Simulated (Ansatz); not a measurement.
# One crystal, many levels of theory: Cs2HgSe2 (Pbam)

Wanted: a ladder of band gaps for Cs2HgSe2 (Pbam), from density functionals to G0W0.

Main program and level: Ansatz 0.2.0; density functionals, hybrids and G0W0, plane waves, PAW.

## Step 1: Starting point

Symmetry: Pbam, No. 55, orthorhombic system. Conventional cell: a = 8.185 Å, b = 10.330 Å, c = 4.711 Å, α = 90.00°, β = 90.00°, γ = 90.00°. Nearest to Cs lie 6 Se at 3.66 to 3.72 Å and 1 Cs at 3.87 Å. Nearest to Hg lie 2 Se at 2.41 Å. Nearest to Se lie 1 Hg at 2.41 Å and 6 Cs at 3.66 to 3.72 Å. Farther neighbours and most contacts between anions are not listed.

The cell and positions come from the Crystallography Open Database and are kept as given unless a step says otherwise. Spin-orbit coupling is left out unless a step names it.

The logs state that the PAW files were generated under PBE.

## Step 2: LDA on the 4×2×6 mesh

This step: DFT, LDA, plane waves, PAW; PAW set soft_1.

The input, input.yaml:

```yaml
crystal:
  lattice:
    - [8.1849, 0.0, 0.0]
    - [0.0, 10.3302, 0.0]
    - [0.0, 0.0, 4.7112]
  atoms:
    - { symbol: Cs, position: [0.39222, 0.83311, 0.5] }
    - { symbol: Cs, position: [0.60778, 0.16689, 0.5] }
    - { symbol: Cs, position: [0.89222, 0.66689, 0.5] }
    - { symbol: Cs, position: [0.10778, 0.33311, 0.5] }
    - { symbol: Hg, position: [0.5, 0.5, 0.0] }
    - { symbol: Hg, position: [0.0, 0.0, 0.0] }
    - { symbol: Se, position: [0.23025, 0.59445, 0.0] }
    - { symbol: Se, position: [0.76975, 0.40555, 0.0] }
    - { symbol: Se, position: [0.73025, 0.90555, 0.0] }
    - { symbol: Se, position: [0.26975, 0.09445, 0.0] }
kpoints:
  mp_grid: { grid: [4, 2, 6] }
  band_path:
    path:
      - [0.0, 0.0, 0.0]
      - [0.5, 0.0, 0.0]
      - [0.5, 0.5, 0.0]
      - [0.0, 0.5, 0.0]
      - [0.0, 0.0, 0.5]
      - [0.5, 0.0, 0.5]
      - [0.5, 0.5, 0.5]
      - [0.0, 0.5, 0.5]
      - [0.4, 0.0, 0.0]
    npoints: 1
hamiltonian:
  xc: lda
  pseudopotentials: { kind: paw, azcp: { folder: soft_1 }, xc_functional: pbe }
scf:
  occupations: { method: fixed }
  n_extra_bands: 7
output:
  eigenvalues: true
  forces: true
  stress: true
  write_density: true
  write_potential: true
  elf: true
  volumetric_format: npy
```

Launch:

```sh
> ansatz run input.yaml --threads 2 --pin off --max-ram 92160MiB --backend cuda --events-out ev --progress --plain --runs-dir out --devices 1 --max-vram 13GiB
```

Numbers of over 12 decimals in the logs are rounded to 6 here.

Log:

```text
scf.n_extra_bands = 7 over 70 filled bands (N_el = 140.0): the run solves 77 bands
GPUs: using 1 of 1 available (devices: 1).
Engine: ansatz 0.2.0, x86_64-unknown-linux-gnu
Pseudopotentials: kind: paw
Pseudopotential: Cs, paw, valence charge 9, recommended cutoff 420 eV (normal), soft_1/Cs.paw.azcp
Pseudopotential: Hg, paw, valence charge 20, recommended cutoff 420 eV (normal), soft_1/Hg.paw.azcp
Pseudopotential: Se, paw, valence charge 16, recommended cutoff 420 eV (normal), soft_1/Se.paw.azcp
Functional definition: SPW92
  exchange = slater_x
  correlation = pw_c
device memory: the entry about to start is reckoned to put 4.6 GiB on a device that reports 60.7 GiB free (of which the cap on the GPU budget leaves the run 13.0 GiB)
GPU FFT provider: cuFFT
GPU libraries: cuBLAS 13.8.2, cuFFT 12.4.0, cuSOLVER 12.3.4
Crystal: 10 atoms, lattice volume = 398.340 Å³
Basis set: ecut = 420 eV, 7743 PW (Γ)
Bands: 77, of which v1, the nominal top of the filled ones, is band 70 counted from 1 (69 counted from 0)
Symmetry: 8 space group operations
Space group: Pbam (ITA 55), of the structure as read, at distance tolerance 7.4e-5 Å
k-points: 24 of 48
Non-local potential: Cs, projectors of the file, l = 0: 3, l = 1: 2, l = 2: 2, l = 3: 2
Non-local potential: Hg, projectors of the file, l = 0: 3, l = 1: 2, l = 2: 2, l = 3: 1
Non-local potential: Se, projectors of the file, l = 0: 2, l = 1: 2, l = 2: 3, l = 3: 1
PAW form: soft (Blöchl's): semilocal exchange-correlation on the pseudo side does not see the compensation charge
PAW frozen core: Cs, regenerated for the run's functional, and the local potential with it (the file was generated under x = pbe(κ = 0.804, μ = 0.219515), c = pbe(β = 0.066725))
PAW frozen core: Hg, regenerated for the run's functional, and the local potential with it (the file was generated under x = pbe(κ = 0.804, μ = 0.219515), c = pbe(β = 0.066725))
PAW frozen core: Se, regenerated for the run's functional, and the local potential with it (the file was generated under x = pbe(κ = 0.804, μ = 0.219515), c = pbe(β = 0.066725))
PAW one-centre angular grid: Cs, 194 points (default); XC on 64 Gauss nodes
PAW one-centre angular grid: Hg, 590 points (default); XC on 64 Gauss nodes
PAW one-centre angular grid: Se, 590 points (default); XC on 64 Gauss nodes
Initial density: superposition of atomic densities (chi_scale 0.1, normalization cell, long waves kept (reshape's long-wave potential 0.00 eV rms))
Initial wavefunctions: pseudopotential atomic-orbital guess
GPU buffer pool allocated for 138240 grid points (all kernels)
GPU transforms: local potential and band sums: pruned to the plane-wave sphere, on 60×72×32
Functional: x = slater, c = lda
SCF iter   1: F=—  HF=-70615.914838 eV  |F-HF|=—  |Δ(HF+E_count)|=         —  Δρ=4.08e-2  dr2=1.70e1  ethr=3.10e-3  ⟨swp⟩=4.7  Hψ=5860  notcnv=0  defer=106
preconditioner: auto → Resta (q_TF=auto, 2.292 Å⁻¹)  ε∞=4.5  [insulator: Δε(μ)=1.698 eV  Ē_g=8.629 eV  n_scr=76 (ndim 8)  ℏωp=16.2 eV  f_vac=0.021  ε∞_Penn≈4.5]
SCF iter   2: F=—  HF=-70611.244211 eV  |F-HF|=—  |Δ(HF+E_count)|=    4.67e0  Δρ=1.72e-2  dr2=3.14e0  ethr=3.10e-3  ⟨swp⟩=3.1  Hψ=3383  notcnv=0  defer=91
SCF iter   3: F=—  HF=-70609.974725 eV  |F-HF|=—  |Δ(HF+E_count)|=    1.27e0  Δρ=5.82e-3  dr2=3.96e-1  ethr=2.24e-3  ⟨swp⟩=4.0  Hψ=3914  notcnv=0  defer=90
SCF iter   4: F=—  HF=-70609.809637 eV  |F-HF|=—  |Δ(HF+E_count)|=   1.65e-1  Δρ=2.13e-3  dr2=4.37e-2  ethr=2.83e-4  ⟨swp⟩=3.1  Hψ=3221  notcnv=0  defer=118
SCF iter   5: F=—  HF=-70609.797206 eV  |F-HF|=—  |Δ(HF+E_count)|=   1.24e-2  Δρ=9.57e-4  dr2=6.21e-3  ethr=3.12e-5  ⟨swp⟩=3.0  Hψ=3815  notcnv=0  defer=120
SCF iter   6: F=—  HF=-70609.796552 eV  |F-HF|=—  |Δ(HF+E_count)|=   6.54e-4  Δρ=3.70e-4  dr2=7.07e-4  ethr=4.43e-6  ⟨swp⟩=2.0  Hψ=3326  notcnv=0  defer=120
SCF iter   7: F=—  HF=-70609.796680 eV  |F-HF|=—  |Δ(HF+E_count)|=   1.28e-4  Δρ=8.50e-5  dr2=3.19e-5  ethr=5.05e-7  ⟨swp⟩=2.1  Hψ=3041  notcnv=0  defer=120
SCF iter   8: F=—  HF=-70609.796995 eV  |F-HF|=—  |Δ(HF+E_count)|=   3.15e-4  Δρ=1.76e-5  dr2=2.33e-6  ethr=2.28e-8  ⟨swp⟩=2.0  Hψ=2355  notcnv=0  defer=112
SCF iter   9: F=—  HF=-70609.796996 eV  |F-HF|=—  |Δ(HF+E_count)|=   1.17e-6  Δρ=6.24e-6  dr2=2.13e-7  ethr=1.66e-9  ⟨swp⟩=2.3  Hψ=3012  notcnv=0  defer=112
SCF iter  10: F=-70609.796996 eV  HF=-70609.796996 eV  |F-HF|=3.20e-10  |Δ(HF+E_count)|=   2.08e-8  Δρ=1.02e-6  dr2=1.07e-8  ethr=7.14e-11  ⟨swp⟩=17.3  Hψ=15296  notcnv=0
SCF 1 converged in 10 iterations: F = -70609.796996 eV  dr2 = 1.07e-8
  Residual-converged pass: ⟨swp⟩=1.0  Hψ=1944  notcnv=0  max |occ|·‖R‖ = 7.0e-9 eV (tolerance 1.0e-8 eV)  dr2=1.07e-8  dr2_onsite=5.75e-10  max |Δocc| = 0.0e0
[...]
device memory: the entry about to start is reckoned to put 2.8 GiB on a device that reports 57.2 GiB free (of which the cap on the GPU budget leaves the run 13.0 GiB)
NSCF: frozen V_eff on 9 k-points
SCF converged after 10 iterations
Free energy (F): -70609.796996 eV
Harris-Foulkes:  -70609.796996 eV  (|F-HF|=3.20e-10)
Internal energy: -70609.796996 eV  (E = F + TS)
E sigma→0 (E₀):  -70609.796996 eV
Fermi energy:    4.854823 eV
--- Per-component energies (eV) ---
  E_band       = -2986.765888
  E_kinetic    = 2174.559226
  E_local      = -22347.720908  (includes V_loc(G=0)·N_el)
  E_nonlocal   = -1120.479698
  E_hartree    = 10730.314246
  E_xc         = -1470.264121
  E_vxc        = -1413.513005  (∫ρ·V_xc dr)
  E_paw        = -47104.149578  (= ΣΔE_a)
  E_vpaw       = -1740.240794  (= ΣTr[D̂ρ^β])
  E_aug_tail   = -0.000731  (compensation charges beyond the density's cutoff)
  E_ewald      = -11483.159401
  E_core_change = 11.103968  (= ΣΔE_core)
  E_smearing   = -0.000000  (= −TS)
  E_closure    = -0.000000  (closes the sum)
  Σ components = -70609.796996   (vs F -70609.796996, Δ=0.00e0)
--- Forces (eV/Å), atoms counted from 1 ---
  atom   1  Cs     0.01953841     0.03531279     0.00000000
  atom   2  Cs    -0.01953841    -0.03531279     0.00000000
  atom   3  Cs     0.01953841    -0.03531279     0.00000000
  atom   4  Cs    -0.01953841     0.03531279     0.00000000
  atom   5  Hg     0.00000000     0.00000000     0.00000000
  atom   6  Hg     0.00000000     0.00000000     0.00000000
  atom   7  Se    -0.00242068    -0.02072537     0.00000000
  atom   8  Se     0.00242068     0.02072537     0.00000000
  atom   9  Se    -0.00242068     0.02072537     0.00000000
  atom  10  Se     0.00242068    -0.02072537     0.00000000
  max |Σ_I F_I| component: 6.94e-18 eV/Å
--- Stress (GPa, compression-positive) ---
       -1.095512       0.000000       0.000000
        0.000000      -1.088312       0.000000
        0.000000       0.000000      -0.957174
  P = ⅓ Tr σ = -1.0470 GPa (-10.470 kbar)
--- Band table (eV; the first three rows and the last of 24) ---
  k-point 0: bands = [... 66 lower, 4.5146, 4.6652, 4.7902, 4.8278, 6.6493, 7.5427, 7.8469, 8.3728, ... 3 higher]
  k-point 1: bands = [... 66 lower, 4.3511, 4.5120, 4.6498, 4.6634, 6.9058, 7.6298, 7.6838, 8.4578, ... 3 higher]
  k-point 2: bands = [... 66 lower, 4.2454, 4.3848, 4.3873, 4.4106, 7.2776, 7.5287, 7.6928, 8.0312, ... 3 higher]
  k-point 23: bands = [... 66 lower, 4.1472, 4.1472, 4.7519, 4.7519, 7.0779, 7.0779, 7.8972, 7.8972, ... 3 higher]
```

Wall time 16 s (1 × NVIDIA H100 80GB HBM3 (shared by 6 runs) with 2 threads of AMD EPYC 7R13 (Zen 3), shared host); peak memory 1.3 GiB.

The column dr2 measures how far the density is from self-consistency, as an energy; F and HF (Harris–Foulkes) agree once it is small.

This step gave:

| Item | Value |
| --- | --- |
| pressure | -1.047 GPa |
| gap | 1.788 eV |
| valence top at | k = (0.400, 0.000, 0.000) |
| conduction bottom at | Γ |
| least direct gap | 1.821 eV |

Over mesh and listed points the gap is 1.788 eV, from k = (0.400, 0.000, 0.000) to k = Γ. The least direct gap found is 1.821 eV, at k = Γ. On the 4×2×6 mesh alone the same run gives 1.794 eV, so that mesh misses an edge of LDA: 1.794 − 1.788 = +0.006 eV.

## Step 3: PBE on the 4×2×6 mesh

Levels along a band path and on the mesh show where this functional puts the band edges.

This step: DFT, PBE, plane waves, PAW; PAW set soft_1.

input.yaml, the sections that differ from step 2:

```yaml
kpoints:
  mp_grid: { grid: [4, 2, 6] }
  band_path:
    path:
      - [[0.0, 0.0, 0.0], [0.5, 0.0, 0.0], [0.5, 0.5, 0.0], [0.0, 0.5, 0.0], [0.0, 0.0, 0.0], [0.0, 0.0, 0.5], [0.5, 0.0, 0.5], [0.5, 0.5, 0.5], [0.0, 0.5, 0.5], [0.0, 0.0, 0.5]]
      - [[0.5, 0.0, 0.0], [0.5, 0.0, 0.5]]
      - [[0.0, 0.5, 0.0], [0.0, 0.5, 0.5]]
      - [[0.5, 0.5, 0.0], [0.5, 0.5, 0.5]]
    npoints: 10
hamiltonian:
  xc: pbe
  pseudopotentials: { kind: paw, azcp: { folder: soft_1 } }
scf:
  occupations: { method: fermi_dirac, width: 0.02 }
  n_extra_bands: 7
# crystal, output: as in step 2
```

Log:

```text
[...]
GPUs: using 1 of 1 available (devices: 1).
[...]
GPU FFT provider: cuFFT
GPU libraries: cuBLAS 13.8.2, cuFFT 12.4.0, cuSOLVER 12.3.4
Crystal: 10 atoms, lattice volume = 398.340 Å³
Basis set: ecut = 420 eV, 7743 PW (Γ), exchange–correlation on 120×144×64 points (8 copies of the dense FFT grid, shifted against one another)
Bands: 77, of which v1, the nominal top of the filled ones, is band 70 counted from 1 (69 counted from 0)
Symmetry: 8 space group operations
[...]
k-points: 24 of 48
[...]
GPU buffer pool allocated for 138240 grid points (all kernels)
[...]
SCF iter   1: F=—  HF=-72205.751318 eV  |F-HF|=—  |Δ(HF+E_count)|=         —  Δρ=4.04e-2  dr2=1.64e1  ethr=3.10e-3  ⟨swp⟩=7.3  Hψ=7284  notcnv=0
[...]
atom   5  Hg     0.00000000     0.00000000     0.00000000
  atom   6  Hg     0.00000000    -0.00000000     0.00000000
  atom   7  Se    -0.37265154     0.16210098     0.00000000
  atom   8  Se     0.37265154    -0.16210098     0.00000000
  atom   9  Se    -0.37265154    -0.16210098     0.00000000
  atom  10  Se     0.37265154     0.16210098     0.00000000
  max |Σ_I F_I| component: 1.11e-16 eV/Å
--- Stress (GPa, compression-positive) ---
        2.498236       0.000000       0.000000
        0.000000       1.443391       0.000000
        0.000000       0.000000       1.208605
  P = ⅓ Tr σ = 1.7167 GPa (17.167 kbar)
--- Band table (eV; the first three rows and the last of 24) ---
  k-point 0: bands = [... 66 lower, 4.8316, 4.9861, 5.1113, 5.1463, 7.1768, 8.0337, 8.2944, 8.8750, ... 3 higher]
  k-point 1: bands = [... 66 lower, 4.6738, 4.8390, 4.9758, 4.9879, 7.4041, 8.1162, 8.1420, 8.9622, ... 3 higher]
  k-point 2: bands = [... 66 lower, 4.5816, 4.7172, 4.7230, 4.7416, 7.7447, 8.0003, 8.1735, 8.5017, ... 3 higher]
  k-point 23: bands = [... 66 lower, 4.4960, 4.4960, 5.0729, 5.0729, 7.5730, 7.5730, 8.3469, 8.3469, ... 3 higher]
[key lines of the parts left out:]
SCF converged after 10 iterations
Free energy (F): -72199.937627 eV
Fermi energy:    6.193861 eV
```

Wall time 20 s (1 × NVIDIA H100 80GB HBM3 (shared by 6 runs) with 2 threads); peak memory 1.4 GiB.

This step gave:

```yaml
pressure: 1.717 GPa
filled_bands: 70
gap: 1.997 eV
valence_top_at: k = (0.400, 0.000, 0.000)
conduction_bottom_at: Γ
least_direct_gap: 2.030 eV
```

Over mesh and path the gap is 1.997 eV, from k = (0.400, 0.000, 0.000) to k = Γ. The least direct gap found is 2.030 eV, at k = Γ. On the 4×2×6 mesh alone the same run gives 2.003 eV, so that mesh misses an edge of PBE: 2.003 − 1.997 = +0.006 eV. PBE against LDA: 1.997 − 1.788 = +0.209 eV, with the same mesh, files and cutoff, and both edges at the same k points.

## Step 4: PBE+SOC on the 4×2×6 mesh

This run has two-component orbitals with spin-orbit coupling.

This step: DFT, PBE with spin-orbit coupling, plane waves, PAW; PAW set soft_1.

The input, input.yaml:

```yaml
crystal:
  lattice:
    - [8.1849, 0.0, 0.0]
    - [0.0, 10.3302, 0.0]
    - [0.0, 0.0, 4.7112]
  atoms:
    - { symbol: Cs, position: [0.39222, 0.83311, 0.5] }
    - { symbol: Cs, position: [0.60778, 0.16689, 0.5] }
    - { symbol: Cs, position: [0.89222, 0.66689, 0.5] }
    - { symbol: Cs, position: [0.10778, 0.33311, 0.5] }
    - { symbol: Hg, position: [0.5, 0.5, 0.0] }
    - { symbol: Hg, position: [0.0, 0.0, 0.0] }
    - { symbol: Se, position: [0.23025, 0.59445, 0.0] }
    - { symbol: Se, position: [0.76975, 0.40555, 0.0] }
    - { symbol: Se, position: [0.73025, 0.90555, 0.0] }
    - { symbol: Se, position: [0.26975, 0.09445, 0.0] }
kpoints:
  mp_grid: { grid: [4, 2, 6] }
  band_path:
    path:
      - [0.0, 0.0, 0.0]
      - [0.5, 0.0, 0.0]
      - [0.5, 0.5, 0.0]
      - [0.0, 0.5, 0.0]
      - [0.0, 0.0, 0.5]
      - [0.5, 0.0, 0.5]
      - [0.5, 0.5, 0.5]
      - [0.0, 0.5, 0.5]
      - [0.4, 0.0, 0.0]
    npoints: 1
hamiltonian:
  xc: pbe
  pseudopotentials: { kind: paw_fr, azcp: { folder: soft_1 } }
scf:
  occupations: { method: fixed }
  n_extra_bands: 14
magnetization:
  noncollinear: true
  spin_orbit: true
output:
  eigenvalues: true
  forces: true
  stress: true
```

Log:

```text
[...]
GPUs: using 1 of 1 available (devices: 1).
[...]
non-collinear run that drives no moment, with spin-orbit: no starting moment large enough to seed its density (crystal.atoms[].spin), no starting occupations that ask for one, no magnetisation constraint and no magnetic field, so the semilocal B_xc is pinned to zero
[...]
k-point 0: bands = [... 136 lower, 5.1508, 5.1508, 5.1994, 5.1994, 7.1893, 7.1893, 7.9722, 7.9722, ... 10 higher]
  k-point 1: bands = [... 136 lower, 4.9930, 4.9930, 5.0566, 5.0566, 7.4151, 7.4151, 8.0249, 8.0249, ... 10 higher]
  k-point 2: bands = [... 136 lower, 4.7844, 4.7844, 4.8178, 4.8178, 7.7433, 7.7433, 7.9230, 7.9230, ... 10 higher]
  k-point 23: bands = [... 136 lower, 5.0881, 5.0881, 5.0881, 5.0881, 7.5224, 7.5224, 7.5224, 7.5224, ... 10 higher]
[key lines of the parts left out:]
SCF converged after 10 iterations
Magnetization: |M| = 0.0000 μB,  M = (+0.0000, +0.0000, +0.0000) μB
Free energy (F): -72299.103119 eV
Fermi energy:    5.268638 eV
P = ⅓ Tr σ = 1.5741 GPa (15.741 kbar)
```

Wall time 27 s (1 × NVIDIA H100 80GB HBM3 (shared by 6 runs) with 2 threads); peak memory 1.5 GiB.

Numbers from this step:

| Item | Value |
| --- | --- |
| pressure | 1.574 GPa |
| gap | 1.921 eV |
| valence top at | X |
| conduction bottom at | Γ |
| least direct gap | 1.990 eV |

Over mesh and listed points the gap is 1.921 eV, from k = (0.500, 0.000, 0.000) to k = Γ. The least direct gap found is 1.990 eV, at k = Γ. PBE+SOC against PBE: 1.921 − 1.997 = −0.076 eV. Mesh, set of files and cutoff are the same, but the valence top lies at another k point, so this need not be the shift of one pair of states. The spin-orbit run sees mesh and listed points alone, so its gap is an upper bound: the coupling can move an edge off these points, and the change over the zone, its sign included where it is small, is not known.

## Step 5: r2SCAN on the 4×2×6 mesh

r2SCAN is a meta-GGA: it depends on the kinetic-energy density as well as on the density and its gradient.

This step: DFT, r2SCAN, plane waves, PAW; PAW set soft_1.

Changes to input.yaml since step 4:

```diff
@@ -31,10 +31,7 @@
 hamiltonian:
-  xc: pbe
-  pseudopotentials: { kind: paw_fr, azcp: { folder: soft_1 } }
+  xc: r2scan
+  pseudopotentials: { kind: paw, azcp: { folder: soft_1 } }
 scf:
   occupations: { method: fixed }
-  n_extra_bands: 14
-magnetization:
-  noncollinear: true
-  spin_orbit: true
+  n_extra_bands: 7
 output:
@@ -43 +40,5 @@
   stress: true
+  write_density: true
+  write_potential: true
+  elf: true
+  volumetric_format: npy
```

Log:

```text
[...]
GPUs: using 1 of 1 available (devices: 1).
[...]
GPU FFT provider: cuFFT
GPU libraries: cuBLAS 13.8.2, cuFFT 12.4.0, cuSOLVER 12.3.4
Crystal: 10 atoms, lattice volume = 398.340 Å³
Basis set: ecut = 500 eV, 10101 PW (Γ), exchange–correlation on 240×320×144 points (64 copies of the dense FFT grid, shifted against one another)
[...]
k-point 0: bands = [... 66 lower, 4.5496, 4.7196, 4.8545, 4.8872, 7.2649, 8.0596, 8.3403, 8.9235, ... 3 higher]
  k-point 1: bands = [... 66 lower, 4.3954, 4.5766, 4.7186, 4.7296, 7.4623, 8.1434, 8.1833, 9.0242, ... 3 higher]
  k-point 2: bands = [... 66 lower, 4.3234, 4.4579, 4.4664, 4.4805, 7.7691, 8.0154, 8.2138, 8.5290, ... 3 higher]
  k-point 23: bands = [... 66 lower, 4.2488, 4.2488, 4.8130, 4.8130, 7.5635, 7.5635, 8.4165, 8.4165, ... 3 higher]
[key lines of the parts left out:]
SCF converged after 10 iterations
Free energy (F): -72326.536893 eV
Fermi energy:    4.916671 eV
P = ⅓ Tr σ = 0.9508 GPa (9.508 kbar)
```

It took 19 s on 1 × NVIDIA H100 80GB HBM3 (shared by 6 runs) with 2 threads; peak memory 1.9 GiB.

Numbers from this step:

```
pressure             : 0.9508 GPa
gap                  : 2.343 eV
valence top at       : k = (0.400, 0.000, 0.000)
conduction bottom at : Γ
least direct gap     : 2.378 eV
```

Over mesh and listed points the gap is 2.343 eV, from k = (0.400, 0.000, 0.000) to k = Γ. The least direct gap found is 2.378 eV, at k = Γ. On the 4×2×6 mesh alone the same run gives 2.348 eV, so that mesh misses an edge of r2SCAN: 2.348 − 2.343 = +0.005 eV. r2SCAN against PBE: 2.343 − 1.997 = +0.346 eV. The runs also differ in plane-wave cutoff (420 eV and 500 eV), so how much of this comes from the functional alone is not known.

(Continued in part 2 of 3.)

[Paths, hosts, dates, memory and timing lines, banners, echoed tables and standing remarks are left out of the program output.]

[Logs are printed without paths, hosts, clocks, repeated set-up lines and the standing remarks that a program may print on its own settings, such as how far it seeks lower states.]

[Runs of the session that timed out or met a known fault of the program may be left out.]

[Cells called generated may have been cut or substituted from an entry of the Crystallography Open Database or the Materials Project.]

[Hosts, paths, dates, database ids (printed as entryN), source tags and the programs' standing remarks are cut or masked in the printed files.]

[Where an RPA ε∞ is given, it is that of the G0W0 mesh and is not shown converged in it. Names of k-points follow the symmetry that the program found, which can be lower than the space group named. Band edges on a path are those of the sampled points; other points can move an edge, and change direct to indirect where valleys lie close.]

[Hybrid gaps are those of their k-mesh and are not shown converged in it.]
